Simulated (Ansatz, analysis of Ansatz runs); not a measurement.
**Fe on the octahedral Ga site in beta-Ga2O3: charge-transition level against experiment**

Subject: Fe on the octahedral Ga site in beta-Ga2O3. Wanted: its charge-transition level, in one set-up (PBE+U, 120-site cell, PBE lattice, 420 eV, k: the single point 1/4 1/4 1/4 then 2x2x2 shifted 0.5 0.5 0.5, U 4 eV on Fe d). The model is a cell of 120 host atoms with 1 Ga taken out and 1 Fe put in. The level is the Fermi energy at which two charge states have equal formation energy, after a correction for the images of the charge. A Hubbard U on the impurity's d shell is the cheap way to lessen its self-interaction.

**The experiment.** (0/-1) level below the conduction-band bottom: 0.78 eV, by DLTS (with SIMS correlation to Fe) (“Iron and intrinsic deep level states in Ga2O3”, 2018, Ingebrigtsen et al.). (0/-1) level below the conduction-band bottom: 0.83 eV, by EPR isothermal decay of photoinduced Fe2+ (300.5-315 K), general-order kinetics (“Point Defects in Lithium Gallate and Gallium Oxide”, 2019, C. A. Lenyk). The runs below try to reproduce this.

Method: plane-wave PAW DFT, PBE+U; relaxation of all atoms of a defect supercell, in Ansatz 0.2.0.

**1. Starting point**

The cell holds 120 atoms: 47 Ga, 72 O and 1 Fe. Cell: a = 12.452 Å, b = 9.251 Å, c = 11.755 Å, α = 90.0°, β = 103.7°, γ = 90.0°. It derives from Ga2O3 (space group C2/m). Nearest the centre at fractional (0.341, 0.333, 0.343): Fe47 at 0.00 Å, O11 at 1.97 Å, O51 at 1.97 Å, O60 at 1.97 Å, O53 at 2.04 Å, O15 at 2.11 Å, O55 at 2.11 Å, Ga7 at 3.08 Å.

The host's primitive cell comes from a first run (plane-wave PAW DFT, PBE; relaxation of the host's cell and atoms): vectors of 6.414, 6.414 and 5.877 Å. That is 10.96 Å³ an atom, 5.0 % over the diffraction cell's volume. The supercell is built on it.

**2. Relaxation, charge 0**

Every later number rests on the structure around the defect, so the atoms are relaxed at the host's lattice first.

Input file relax0/input.yaml:

```yaml
relax:
  f_tol: 0.02
  max_steps: 80
  random_displacement: { amplitude: 0.05, seed: 440 }
crystal:
  lattice:
    - [12.45229053, 0.0, 0.02241701]
    - [0.0, 9.25068811, 0.0]
    - [-2.80539192, 0.0, 11.41508303]
  atoms:
    - { symbol: Ga, position: [0.089937622, 0.0, 0.397359623] }
    - { symbol: Ga, position: [0.589937622, 0.166666667, 0.397359623] }
    - { symbol: Ga, position: [0.410062378, 0.166666667, 0.102640377] }
[... 1 atom line left out ...]
    - { symbol: Ga, position: [0.158504404, 0.166666667, 0.157060609] }
[... 1 atom line left out ...]
    - { symbol: Ga, position: [0.341495596, 0.0, 0.342939391] }
[... 1 atom line left out ...]
    - { symbol: O, position: [0.163541397, 0.0, 0.054588818] }
[... 1 atom line left out ...]
    - { symbol: O, position: [0.336458603, 0.166666667, 0.445411182] }
[... 1 atom line left out ...]
    - { symbol: O, position: [0.173692388, 0.0, 0.282155484] }
    - { symbol: O, position: [0.673692388, 0.166666667, 0.282155484] }
    - { symbol: O, position: [0.326307612, 0.166666667, 0.217844516] }
[... 1 atom line left out ...]
    - { symbol: O, position: [0.496012471, 0.0, 0.128322801] }
    - { symbol: O, position: [0.996012471, 0.166666667, 0.128322801] }
    - { symbol: O, position: [0.003987529, 0.166666667, 0.371677199] }
    - { symbol: O, position: [0.503987529, 0.0, 0.371677199] }
[... 2 atom lines left out ...]
    - { symbol: Ga, position: [0.410062378, 0.166666667, 0.602640377] }
[... 6 atom lines left out ...]
    - { symbol: O, position: [0.663541397, 0.166666667, 0.554588818] }
[... 4 atom lines left out ...]
    - { symbol: O, position: [0.326307612, 0.166666667, 0.717844516] }
[... 1 atom line left out ...]
    - { symbol: O, position: [0.496012471, 0.0, 0.628322801] }
[... 3 atom lines left out ...]
    - { symbol: Ga, position: [0.089937622, 0.333333333, 0.397359623] }
    - { symbol: Ga, position: [0.589937622, 0.5, 0.397359623] }
    - { symbol: Ga, position: [0.410062378, 0.5, 0.102640377] }
[... 1 atom line left out ...]
    - { symbol: Ga, position: [0.158504404, 0.5, 0.157060609] }
[... 1 atom line left out ...]
    - { symbol: Fe, position: [0.341495596, 0.333333333, 0.342939391], spin: 5.0 }
[... 1 atom line left out ...]
    - { symbol: O, position: [0.163541397, 0.333333333, 0.054588818] }
[... 1 atom line left out ...]
    - { symbol: O, position: [0.336458603, 0.5, 0.445411182] }
[... 1 atom line left out ...]
    - { symbol: O, position: [0.173692388, 0.333333333, 0.282155484] }
    - { symbol: O, position: [0.673692388, 0.5, 0.282155484] }
    - { symbol: O, position: [0.326307612, 0.5, 0.217844516] }
[... 1 atom line left out ...]
    - { symbol: O, position: [0.496012471, 0.333333333, 0.128322801] }
    - { symbol: O, position: [0.996012471, 0.5, 0.128322801] }
    - { symbol: O, position: [0.003987529, 0.5, 0.371677199] }
    - { symbol: O, position: [0.503987529, 0.333333333, 0.371677199] }
[... 2 atom lines left out ...]
    - { symbol: Ga, position: [0.410062378, 0.5, 0.602640377] }
[... 2 atom lines left out ...]
    - { symbol: Ga, position: [0.658504404, 0.333333333, 0.657060609] }
[... 2 atom lines left out ...]
    - { symbol: O, position: [0.163541397, 0.333333333, 0.554588818] }
    - { symbol: O, position: [0.663541397, 0.5, 0.554588818] }
[... 4 atom lines left out ...]
    - { symbol: O, position: [0.326307612, 0.5, 0.717844516] }
[... 1 atom line left out ...]
    - { symbol: O, position: [0.496012471, 0.333333333, 0.628322801] }
[... 3 atom lines left out ...]
    - { symbol: Ga, position: [0.089937622, 0.666666667, 0.397359623] }
[... 5 atom lines left out ...]
    - { symbol: Ga, position: [0.341495596, 0.666666667, 0.342939391] }
[... 1 atom line left out ...]
    - { symbol: O, position: [0.163541397, 0.666666667, 0.054588818] }
[... 3 atom lines left out ...]
    - { symbol: O, position: [0.173692388, 0.666666667, 0.282155484] }
[... 3 atom lines left out ...]
    - { symbol: O, position: [0.496012471, 0.666666667, 0.128322801] }
[... 2 atom lines left out ...]
    - { symbol: O, position: [0.503987529, 0.666666667, 0.371677199] }
[... 16 atom lines left out ...]
    - { symbol: O, position: [0.496012471, 0.666666667, 0.628322801] }
[... 2 atom lines left out ...]
    - { symbol: O, position: [0.503987529, 0.666666667, 0.871677199] }
  host:
    repeats: [1, 3, 2]
    atoms:
      - { symbol: Ga, position: [0.089937622, 0.0, 0.794719246] }
      - { symbol: Ga, position: [0.589937622, 0.5, 0.794719246] }
      # ... 18 more atoms of the perfect host
basis:
  ecutwfc: 420
  xc_grid: 2
hamiltonian:
  xc: pbe
  hubbard: { sites: [{ species: Fe, l: d, u_eff: 4.0 }] }
kpoints:
  mp_grid: { grid: [1, 1, 1], shift: [0.25, 0.25, 0.25] }
magnetization:
  spin_polarized: true
  initial_magnetization: 5
  spin_locking: { lock_magnetization: hard }
scf:
  occupations: { method: fermi_dirac, width: 0.01 }
  max_iter: 120
output:
  forces: true
  charged_corrections:
    epsilon: [4.14, 4.26, 4.27]
    static_epsilon: [11.49, 11.65, 13.8]
    defect_position: [0.341496, 0.333333, 0.342939]
checkpoint:
  write: "../relax0.run"
  compress: false
  write_wavefunctions: true
  write_every: 100000
```

The run is started by

```
> ansatz run input.yaml --threads 8 --pin off --max-ram 14131MiB --backend cpu --events-out ev --progress --plain --runs-dir out
```

Numbers of over 12 decimals in the logs are rounded to 6 here.

Output:

```text
[... repeated set-up lines and file paths are left out, and long positions are rounded to six places ...]
Ga: projections on atomic orbitals take those of the free atom [Ar] 3d10 4s2 4p1, of charge +0.00 (hamiltonian.pseudopotentials.projection_atoms); the dataset's partial waves leave at most 1.1e-6 of an orbital's norm unspanned inside its sphere
O: projections on atomic orbitals take those of the free atom [He] 2s2 2p4, of charge +0.00 (hamiltonian.pseudopotentials.projection_atoms); the dataset's partial waves leave at most 1.9e-8 of an orbital's norm unspanned inside its sphere
Fe: projections on atomic orbitals take those of the free atom [Ne] 3s2 3p6 3d6 4s2, of charge +0.00 (hamiltonian.pseudopotentials.projection_atoms); the dataset's partial waves leave at most 1.1e-6 of an orbital's norm unspanned inside its sphere
Engine: ansatz 0.2.0, x86_64-unknown-linux-gnu
Pseudopotentials: kind: paw
Pseudopotential: Ga, paw, valence charge 13, recommended cutoff 420 eV (normal), Ga.paw.azcp
Pseudopotential: O, paw, valence charge 6, recommended cutoff 420 eV (normal), O.paw.azcp
Pseudopotential: Fe, paw, valence charge 16, recommended cutoff 420 eV (normal), Fe.paw.azcp
Functional definition: PBE
  parameter kappa = 0.804
  parameter beta = 0.066725
  exchange = pbe_x(kappa = kappa, mu = beta*pi^2/3)
  correlation = pbe_c(beta = beta)
Crystal: 120 atoms, lattice volume = 1315.511 Å³
Basis set: ecut = 420 eV, 25761 PW (Γ), exchange–correlation on 180×128×160 points (8 copies of the dense FFT grid, shifted against one another)
Bands: 652, of which v1, the nominal top of the filled ones, is band 530 counted from 1 (529 counted from 0)
Symmetry: 1 space group operations
k-points: 1
Non-local potential: Ga, projectors of the file, l = 0: 2, l = 1: 2, l = 2: 3, l = 3: 1
Non-local potential: O, projectors of the file, l = 0: 2, l = 1: 2, l = 2: 1
Non-local potential: Fe, projectors of the file, l = 0: 3, l = 1: 2, l = 2: 3, l = 3: 1
PAW form: soft (Blöchl's): semilocal exchange-correlation on the pseudo side does not see the compensation charge
PAW one-centre angular grid: Ga, 590 points (default); XC on 64 Gauss nodes
PAW one-centre angular grid: O, 110 points (default); XC on 64 Gauss nodes
PAW one-centre angular grid: Fe, 590 points (default); XC on 64 Gauss nodes
Initial density: superposition of atomic densities (chi_scale 0.1, normalization cell, long waves kept (reshape's long-wave potential 0.10 eV rms))
Starting moments: Σ|m| = 5 μB on 1 of 120 sites
Initial wavefunctions: pseudopotential atomic-orbital guess
Functional: x = pbe(κ = 0.804, μ = 0.219515), c = pbe(β = 0.066725)
SCF iter   1: F=—  HF=-223199.311005 eV  |F-HF|=—  |Δ(HF+E_count)|=         —  Δρ=5.41e-2 (↑5.36e-2 ↓5.41e-2)  dr2=7.71e1  dr2_m=3.37e-1  M=5.000 μB ∫|m|=5.017 μB  β_m=0.30  ethr=3.10e-3  ⟨swp⟩=6.0  Hψ=4442  notcnv=0  defer=90
preconditioner: auto → Resta (q_TF=auto, 2.631 Å⁻¹)  ε∞=4.3  [insulator: Δε(μ)=1.162 eV  Ē_g=18.223 eV  σ=0.010 eV  W_gap=1.00  n_scr=398 (ndim 8)  ℏωp=33.2 eV  f_vac=0.000  D(μ)=0.00/eV (n_scr^D=0)  ε∞_Penn≈4.3]
spin=Collinear: Resta preconditioning applied to the charge; magnetization (m = ρ↑ − ρ↓) channel mixes plain (no charge-response kernel on spin).
SCF iter   2: F=—  HF=-223183.454401 eV  |F-HF|=—  |Δ(HF+E_count)|=    1.59e1  Δρ=3.47e-2 (↑3.47e-2 ↓3.47e-2)  dr2=3.11e1  dr2_m=7.54e-2  M=5.000 μB ∫|m|=5.023 μB  β_m=0.53  ethr=3.10e-3  ⟨swp⟩=3.5  Hψ=2575  notcnv=0  defer=233
SCF iter   3: F=—  HF=-223173.864348 eV  |F-HF|=—  |Δ(HF+E_count)|=    9.59e0  Δρ=1.15e-2 (↑8.96e-3 ↓1.15e-2)  dr2=3.47e0  dr2_m=1.06e-1  M=5.000 μB ∫|m|=5.039 μB  β_m=0.56  ethr=2.93e-3  ⟨swp⟩=2.5  Hψ=1976  notcnv=0  defer=233
SCF iter   4: F=—  HF=-223173.384993 eV  |F-HF|=—  |Δ(HF+E_count)|=   4.79e-1  Δρ=4.59e-3 (↑3.55e-3 ↓4.59e-3)  dr2=7.75e-1  dr2_m=9.79e-3  M=5.000 μB ∫|m|=5.056 μB  β_m=0.52  ethr=3.27e-4  ⟨swp⟩=3.0  Hψ=2367  notcnv=0  defer=233
SCF iter   5: F=—  HF=-223173.382321 eV  |F-HF|=—  |Δ(HF+E_count)|=   2.67e-3  Δρ=1.71e-3 (↑1.70e-3 ↓1.71e-3)  dr2=1.11e-1  dr2_m=1.82e-4  M=5.000 μB ∫|m|=5.050 μB  β_m=0.76  ethr=7.32e-5  ⟨swp⟩=3.0  Hψ=2368  notcnv=0  defer=233
SCF iter   6: F=—  HF=-223173.503358 eV  |F-HF|=—  |Δ(HF+E_count)|=   1.21e-1  Δρ=8.48e-4 (↑7.20e-4 ↓8.48e-4)  dr2=2.41e-2  dr2_m=7.73e-4  M=5.000 μB ∫|m|=5.052 μB  β_m=0.66  ethr=1.04e-5  ⟨swp⟩=3.0  Hψ=2142  notcnv=0  defer=233
SCF iter   7: F=—  HF=-223173.500865 eV  |F-HF|=—  |Δ(HF+E_count)|=   2.49e-3  Δρ=4.57e-4 (↑1.71e-4 ↓4.57e-4)  dr2=4.58e-3  dr2_m=4.26e-4  M=5.000 μB ∫|m|=5.052 μB  β_m=0.74  ethr=2.27e-6  ⟨swp⟩=2.0  Hψ=2128  notcnv=0  defer=233
SCF iter   8: F=—  HF=-223173.503668 eV  |F-HF|=—  |Δ(HF+E_count)|=   2.80e-3  Δρ=9.69e-5 (↑7.41e-5 ↓9.69e-5)  dr2=3.46e-4  dr2_m=9.37e-6  M=5.000 μB ∫|m|=5.053 μB  β_m=0.85  ethr=4.32e-7  ⟨swp⟩=2.0  Hψ=2255  notcnv=0  defer=233
SCF iter   9: F=—  HF=-223173.504142 eV  |F-HF|=—  |Δ(HF+E_count)|=   4.74e-4  Δρ=8.02e-5 (↑4.64e-5 ↓8.02e-5)  dr2=1.54e-4  dr2_m=1.11e-5  M=5.000 μB ∫|m|=5.054 μB  β_m=0.77  ethr=3.26e-8  ⟨swp⟩=2.0  Hψ=2136  notcnv=0  defer=233
SCF iter  10: F=—  HF=-223173.504133 eV  |F-HF|=—  |Δ(HF+E_count)|=   8.25e-6  Δρ=3.59e-5 (↑1.97e-5 ↓3.59e-5)  dr2=3.19e-5  dr2_m=2.08e-6  M=5.000 μB ∫|m|=5.053 μB  β_m=0.81  ethr=1.45e-8  ⟨swp⟩=2.0  Hψ=2114  notcnv=0  defer=233
SCF iter  11: F=-223173.504137 eV  HF=-223173.504138 eV  |F-HF|=5.64e-7  |Δ(HF+E_count)|=   4.39e-6  Δρ=6.19e-6 (↑5.72e-6 ↓6.19e-6)  dr2=1.44e-6  dr2_m=2.49e-8  M=5.000 μB ∫|m|=5.053 μB  ethr=9.44e-10  ⟨swp⟩=3.5  Hψ=3431  notcnv=0
SCF 1 converged in 11 iterations: F = -223173.504137 eV  dr2 = 1.44e-6
  greatest PAW one-centre occupation: 1.002 electrons in one spin orbital (limit 2), on the Fe atom at site 46 (counted from 0), in its partial waves of l = 1
relax step   1: F+E_penalty+E_count = -223173.50413724 eV  Δ(F+E_penalty+E_count) = +0.000e0 eV  max|allowed force component| = 1.986e0 eV/Å  Δτ_max = 0.0000 Å  (11 SCF iters, dr2 threshold 1.00e-5 eV, accepted)
[... the SCF cycles and remarks between the steps are left out from here to the last step ...]
relax step   2: F+E_penalty+E_count = -223175.05800997 eV  Δ(F+E_penalty+E_count) = -1.554e0 eV  max|allowed force component| = 1.101e0 eV/Å  Δτ_max = 0.0599 Å  (7 SCF iters, dr2 threshold 1.00e-4 eV, accepted)
relax step   3: F+E_penalty+E_count = -223175.72205235 eV  Δ(F+E_penalty+E_count) = -6.640e-1 eV  max|allowed force component| = 8.929e-2 eV/Å  Δτ_max = 0.0639 Å  (7 SCF iters, dr2 threshold 7.58e-5 eV, accepted)
relax step   4: F+E_penalty+E_count = -223175.72685074 eV  Δ(F+E_penalty+E_count) = -4.798e-3 eV  max|allowed force component| = 2.457e-2 eV/Å  Δτ_max = 0.0118 Å  (7 SCF iters, dr2 threshold 4.98e-7 eV, accepted)
SCF iter   1: F=—  HF=-223175.725718 eV  |F-HF|=—  |Δ(HF+E_count)|=         —  Δρ=1.53e-4 (↑1.52e-4 ↓1.53e-4)  dr2=4.13e-4  dr2_m=2.09e-6  M=5.000 μB ∫|m|=5.054 μB  β_m=0.30  ethr=2.94e-7  ⟨swp⟩=4.0  Hψ=3181  notcnv=0  defer=233
SCF iter   2: F=—  HF=-223175.725654 eV  |F-HF|=—  |Δ(HF+E_count)|=   6.40e-5  Δρ=1.05e-4 (↑1.05e-4 ↓1.05e-4)  dr2=1.97e-4  dr2_m=1.08e-6  M=5.000 μB ∫|m|=5.054 μB  β_m=0.61  ethr=3.90e-8  ⟨swp⟩=1.0  Hψ=1500  notcnv=0  defer=233
SCF iter   3: F=—  HF=-223175.725615 eV  |F-HF|=—  |Δ(HF+E_count)|=   3.88e-5  Δρ=1.35e-5 (↑1.35e-5 ↓1.34e-5)  dr2=9.49e-6  dr2_m=1.77e-8  M=5.000 μB ∫|m|=5.054 μB  β_m=0.60  ethr=1.86e-8  ⟨swp⟩=2.0  Hψ=1818  notcnv=0  defer=233
SCF iter   4: F=—  HF=-223175.727195 eV  |F-HF|=—  |Δ(HF+E_count)|=   1.58e-3  Δρ=5.59e-6 (↑5.36e-6 ↓5.59e-6)  dr2=1.97e-6  dr2_m=7.36e-9  M=5.000 μB ∫|m|=5.054 μB  β_m=0.80  ethr=8.97e-10  ⟨swp⟩=2.0  Hψ=2042  notcnv=0  defer=233
SCF iter   5: F=—  HF=-223175.727195 eV  |F-HF|=—  |Δ(HF+E_count)|=   1.31e-7  Δρ=2.81e-6 (↑2.67e-6 ↓2.81e-6)  dr2=3.36e-7  dr2_m=1.38e-9  M=5.000 μB ∫|m|=5.054 μB  β_m=0.72  ethr=1.86e-10  ⟨swp⟩=2.0  Hψ=1508  notcnv=0  defer=233
SCF iter   6: F=-223175.727195 eV  HF=-223175.727195 eV  |F-HF|=1.53e-8  |Δ(HF+E_count)|=   4.66e-8  Δρ=9.25e-7 (↑7.92e-7 ↓9.25e-7)  dr2=3.89e-8  dr2_m=3.74e-10  M=5.000 μB ∫|m|=5.054 μB  ethr=9.44e-12  ⟨swp⟩=3.0  Hψ=3430  notcnv=0
SCF 5 converged in 6 iterations: F = -223175.727195 eV  dr2 = 3.89e-8
relax step   5: F+E_penalty+E_count = -223175.72719459 eV  Δ(F+E_penalty+E_count) = -3.438e-4 eV  max|allowed force component| = 4.394e-3 eV/Å  Δτ_max = 0.0021 Å  (6 SCF iters, accepted)
NSCF: frozen V_eff on 1 k-points
the band table was solved once a step of the walk had ended and its energy, with any forces and stress, was formed, with the checks that follow a solve (3139 applications of the Hamiltonian). They found nothing against the state; [...]
SCF converged after 6 iterations
Stability checked in part: among states of this total moment the steps that led to this state did not find it unstable. No probe was made; neither looks for a lower state of another moment (fixed_total_moment; see scf.lower_state_search)
Magnetization: 5.0000 μB (532.0000 up, 527.0000 down)
Absolute magnetization: 5.0547 μB (∫|ρ↑−ρ↓|, with the PAW one-centre terms)
Spin contamination: 0.0046 ħ² per cell (⟨S²⟩ above its minimum at these occupations)
Per-site moments (μB) at R_I (Å): [(8.282420498484175e-6, 0.766518), (0.00205291, 0.765648), (0.00100711, 0.766333), [... 117 left out ...]
Free energy (F): -223175.727195 eV
Harris-Foulkes:  -223175.727195 eV  (|F-HF|=1.53e-8)
Internal energy: -223175.727195 eV  (E = F + TS)
E sigma→0 (E₀):  -223175.727195 eV
Fermi energy:    8.917608 (↑ 9.075051, ↓ 8.894684) eV
--- Per-component energies (eV) ---
  E_band       = -2098.919415
  E_kinetic    = 18388.083789
  E_local      = -112219.783243  (includes V_loc(G=0)·N_el)
  E_nonlocal   = 24033.959921
  E_hartree    = 50099.122564
  E_xc         = -8574.995625
  E_vxc        = -9543.818011  (∫ρ·V_xc dr)
  E_hubbard    = 1.277700  (on-site DFT+U / exact-exchange correction)
  E_vhub       = -8.985011  (the Hubbard potential's part of the band-sum identity)
  E_paw        = -106670.409700  (= ΣΔE_a)
  E_vpaw       = -22946.792365  (= ΣTr[D̂ρ^β])
  E_aug_tail   = 0.172504  (compensation charges beyond the density's cutoff)
  E_ewald      = -88233.155103
  E_smearing   = -0.000000  (= −TS)
  E_closure    = -0.000000  (closes the sum)
  Σ components = -223175.727195   (vs F -223175.727195, Δ=0.00e0)
--- Forces (eV/Å), atoms counted from 1 ---
  atom   1  Ga     0.00095842    -0.00018466     0.00004390
  atom   2  Ga    -0.00112894    -0.00099952     0.00174138
  [... 2 atoms left out ...]
  atom   5  Ga     0.00179386    -0.00011957     0.00057813
  [... 1 atom left out ...]
  atom   7  Ga     0.00332876     0.00002976     0.00189569
  [... 3 atoms left out ...]
  atom  11  O     -0.00072733    -0.00001770     0.00096735
  [... 3 atoms left out ...]
  atom  15  O     -0.00164484     0.00025564    -0.00140735
  [... 31 atoms left out ...]
  atom  47  Fe     0.00361508    -0.00045449     0.00138345
  [... 3 atoms left out ...]
  atom  51  O     -0.00084730    -0.00038913     0.00095993
  [... 1 atom left out ...]
  atom  53  O     -0.00045332    -0.00006851    -0.00101114
  [... 1 atom left out ...]
  atom  55  O     -0.00151896     0.00016154    -0.00179885
  [... 4 atoms left out ...]
  atom  60  O     -0.00269510     0.00016065    -0.00044962
  [... 26 atoms left out ...]
  atom  87  Ga     0.00283636     0.00057308     0.00182272
  [... 33 atoms left out ...]
  max |Σ_I F_I| component: 1.87e-5 eV/Å
--- Band table (eV) ---
  k-point 0 ↑: bands = ["-83.1848", "-49.1762", "-49.1240", "-49.1101", [... 644 left out ...] "18.9208", "18.9427", "18.9941", "19.0055"]
  k-point 0 ↓: bands = ["-78.1636", "-44.2658", "-44.2185", "-44.2162", [... 644 left out ...] "18.9378", "18.9604", "19.0060", "19.0267"]
Occupation matrices written to <dir>
--- The result so far, ahead of a search for a lower minimum behind the relaxation; the run's own can be another ---
--- Relaxed structure (5 steps of the walk, 5 accepted, 0 SCFs on fresh bases) ---
  F+E_penalty+E_count = -223175.72719459 eV   max|allowed force component| = 4.394e-3 eV/Å
  atoms:
    - { symbol: Ga, position: [0.089819, -0.000206, 0.397754] }
    - { symbol: Ga, position: [0.591546, 0.166056, 0.398304] }
    [... 2 atoms left out ...]
    - { symbol: Ga, position: [0.158121, 0.166559, 0.157202] }
    [... 1 atom left out ...]
    - { symbol: Ga, position: [0.341522, -0.000721, 0.342698] }
    [... 3 atoms left out ...]
    - { symbol: O, position: [0.336286, 0.164016, 0.447288] }
    [... 3 atoms left out ...]
    - { symbol: O, position: [0.325637, 0.163681, 0.217190] }
    [... 31 atoms left out ...]
    - { symbol: Fe, position: [0.342501, 0.333312, 0.345095] }
    [... 3 atoms left out ...]
    - { symbol: O, position: [0.336280, 0.502609, 0.447300] }
    [... 1 atom left out ...]
    - { symbol: O, position: [0.171186, 0.333344, 0.281015] }
    [... 1 atom left out ...]
    - { symbol: O, position: [0.325631, 0.502855, 0.217195] }
    [... 4 atoms left out ...]
    - { symbol: O, position: [0.506551, 0.333274, 0.373159] }
    [... 26 atoms left out ...]
    - { symbol: Ga, position: [0.341522, 0.667319, 0.342704] }
    [... 153 atoms left out ...]
```

Run time: 3.6 min. Hardware: 8 threads of Intel Xeon 6975P-C (Granite Rapids), shared host; peak memory 9.1 GiB; 25 min of CPU time.

The steps of the relaxation:

| step | energy less that of the first step (eV) | largest force component (eV/Å) |
| --- | --- | --- |
| 1 | 0.0000 | 1.9859 |
| 2 | -1.5539 | 1.1013 |
| 3 | -2.2179 | 0.0893 |
| 4 | -2.2227 | 0.0246 |
| 5 | -2.2231 | 0.0044 |

The atoms that moved most (Å, from the sites as typed, ahead of the random displacement, the mean shift of all atoms taken out):

| atom | dx | dy | dz | length |
| --- | --- | --- | --- | --- |
| O60 | 0.030 | 0.000 | 0.012 | 0.032 |
| O53 | -0.026 | 0.000 | -0.018 | 0.031 |
| O15 | -0.004 | -0.027 | -0.012 | 0.030 |
| O51 | -0.005 | 0.024 | 0.017 | 0.030 |
| O11 | -0.005 | -0.024 | 0.017 | 0.030 |
| O55 | -0.005 | 0.027 | -0.012 | 0.030 |
| Fe47 | 0.009 | 0.000 | 0.020 | 0.022 |
| Ga2 | 0.019 | -0.005 | 0.006 | 0.021 |

Neighbours of Fe47 at the end:

| atom | distance (Å) |
| --- | --- |
| O11 | 1.986 |
| O51 | 1.987 |
| O60 | 1.991 |
| O53 | 2.087 |
| O55 | 2.148 |
| O15 | 2.149 |
| Ga87 | 3.090 |
| Ga7 | 3.090 |

Numbers from this step:

| Item | Value |
| --- | --- |
| free energy | -223175.7272 eV |
| total moment | 5 μB |
| integral of the absolute spin density | 5.055 μB |
| spin contamination | 0.004558 |

The relaxation ends 19 meV an atom lower than the displaced start, with a largest force component of 0.0044 eV/Å.

[end of part 1 of 2]

[Logs are printed without paths, hosts, clocks, repeated set-up lines and the standing remarks that a program may print on its own settings, such as how far it seeks lower states.]

[Hosts, paths, dates, database ids (printed as entryN), source tags and the programs' standing remarks are cut or masked in the printed files.]

[For some hosts the program warned that the k-mesh of the response run may be too coarse for force constants and the static dielectric constant; such warnings are not shown here.]
